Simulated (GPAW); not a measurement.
Records of electronic-structure calculations.

```cif
data_na2brcl
_symmetry_space_group_name_H-M 'R-3m:H'
_symmetry_Int_Tables_number 166
_cell_length_a 4.0720
_cell_length_b 4.0720
_cell_length_c 19.9744
_cell_angle_alpha 90.000
_cell_angle_beta 90.000
_cell_angle_gamma 120.000
_cell_volume 286.83
loop_
_atom_site_label
_atom_site_type_symbol
_atom_site_symmetry_multiplicity
_atom_site_Wyckoff_symbol
_atom_site_fract_x
_atom_site_fract_y
_atom_site_fract_z
_atom_site_occupancy
Na1 Na 6 c 0.33333 0.66667 0.92086 1
Br1 Br 3 b 0.66667 0.33333 0.83333 1
Cl1 Cl 3 a 0.00000 0.00000 0.00000 1
_calc_subject 'Na2BrCl (R-3m): one start, several treatments of the self-energy'
_calc_method 'DFT, LDA, plane waves, PAW (and 3 further levels or steps)'
_calc_program 'GPAW 26.7.0'
_calc_settings_of_one_run 'cutoff 450 eV, GPAW PAW setups 1.2.1 data release, 4×4×4 k-mesh, nbands 227'
_calc_cost '6 runs, 9.5 min in all on 4 MPI ranks of Intel Xeon Platinum 8488C (Sapphire Rapids), shared host (the runs of this entry)'
_calc_notes 'The cell and positions are those that the Materials Project relaxed with its own functionals (PBE, PBE+U or r2SCAN), kept fixed. Limits: no spin-orbit coupling. Bands and cutoff are finite, so the gap is not at the basis limit. The miss can reach some tenths of an eV and take either sign; the mesh is an error of its own. The program warns of a poor linear fit in the extrapolation of some level, so the extrapolated values are rough.'
_calc_g0w0_godby_needs_plasmon_pole '6.440 eV'
_calc_one_shot_hse06 '5.411 eV'
_calc_g0w0_extrapolated_in_the_cutoff '6.786 eV'
_calc_one_shot_pbe0 '6.212 eV'
_calc_g0w0_full_frequency_hilbert_transform '6.433 eV'
_calc_known_limits 'not at the basis limit; no spin-orbit coupling'
```

[Paths, hosts, dates, memory and timing lines, banners, echoed tables and standing remarks are left out of the program output.]

[Logs are printed without paths, hosts, clocks, repeated set-up lines and the standing remarks that a program may print on its own settings, such as how far it seeks lower states.]

[Runs of the session that timed out or met a known fault of the program may be left out.]

[Hosts, paths, dates, database ids (printed as entryN), source tags and the programs' standing remarks are cut or masked in the printed files.]
